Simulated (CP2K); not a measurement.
The O K edge of formylketene was computed by TDDFT (CP2K XAS_TDP, aug-cc-pVDZ, TDA) at these levels: PBEh(45%), PBEh(45%) + GW2X and PBEh(60%). The first three lines of O1 (bonded to C) with a strength over 0.0015, energy in eV and strength:

```
run           first          second           third
  1  528.46 (0.043)  530.83 (0.027)  533.73 (0.002)
  2  533.19 (0.042)  535.57 (0.026)  538.47 (0.002)
  3  534.10 (0.047)  537.02 (0.031)  540.31 (0.005)
```

Which run is which?

Run 1: PBEh(45%) (45 % exact exchange). Run 2: PBEh(45%) + GW2X (45 % exact exchange). Run 3: PBEh(60%) (60 % exact exchange). Self-interaction lifts the core level, so the uncorrected lines rise with the share of exact exchange. The GW2X run keeps the spacings of its parent: 2.38 eV between the first two lines in run 2, 2.37 eV in run 1. Its shift is +4.73 eV, since the Kohn–Sham level at this share of exchange lies that far above the quasiparticle level.

[Banner, clock and machine lines of the logs are left out without a mark of their own.]

[Logs are printed without paths, hosts, clocks, repeated set-up lines and the standing remarks that a program may print on its own settings, such as how far it seeks lower states.]

[Hosts, paths, dates, database ids (printed as entryN), source tags and the programs' standing remarks are cut or masked in the printed files.]
